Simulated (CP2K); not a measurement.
Two runs for the C K edge of silylallene. Run A: CP2K XAS_TDP, all-electron GAPW, PBEh(45%), aug-pc-1, TDA, no relativity. Run B differs in one setting.

First lines with a strength over 0.0015. A:

```
                      atom  energy (eV)  states  strength, one atom
  C1 (bonded to C and 2 H)       281.40       1              0.0472
                                 282.78       1              0.0021
                                 283.93       1              0.0028
                                 284.87       1              0.0136
                                 284.98       1              0.0035
        C2 (bonded to 2 C)       281.20       1              0.0611
                                 281.73       1              0.0605
                                 287.55       1              0.0032
                                 288.20       1              0.0017
                                 288.71       1              0.0021
C3 (bonded to C, Si and H)       281.02       1              0.0400
                                 283.02       1              0.0028
                                 283.81       1              0.0028
                                 284.57       1              0.0069
                                 284.90       1              0.0045
```

B:

```
                      atom  energy (eV)  states  strength, one atom
  C1 (bonded to C and 2 H)       287.16       1              0.0462
                                 288.54       1              0.0021
                                 289.69       1              0.0028
                                 290.62       1              0.0133
                                 290.74       1              0.0035
        C2 (bonded to 2 C)       286.70       1              0.0600
                                 287.23       1              0.0593
                                 293.05       1              0.0032
                                 293.70       1              0.0017
                                 294.21       1              0.0020
C3 (bonded to C, Si and H)       286.31       1              0.0392
                                 288.31       1              0.0028
                                 289.10       1              0.0028
                                 289.86       1              0.0068
                                 290.19       1              0.0044
```

Q: Which was it: GW2X switched on, the functional, the basis, scalar relativity switched on?

GW2X switched on. GW2X shifts an atom's lines together and keeps their spacings. Against PBEh(45%) in aug-pc-1, the leading lines move by +5.76 eV (C1, to 287.16), +5.50 eV (C2, to 286.70) and +5.29 eV (C3, to 286.31).

[Banner, clock and machine lines of the logs are left out without a mark of their own.]

[Logs are printed without paths, hosts, clocks, repeated set-up lines and the standing remarks that a program may print on its own settings, such as how far it seeks lower states.]

[Hosts, paths, dates, database ids (printed as entryN), source tags and the programs' standing remarks are cut or masked in the printed files.]
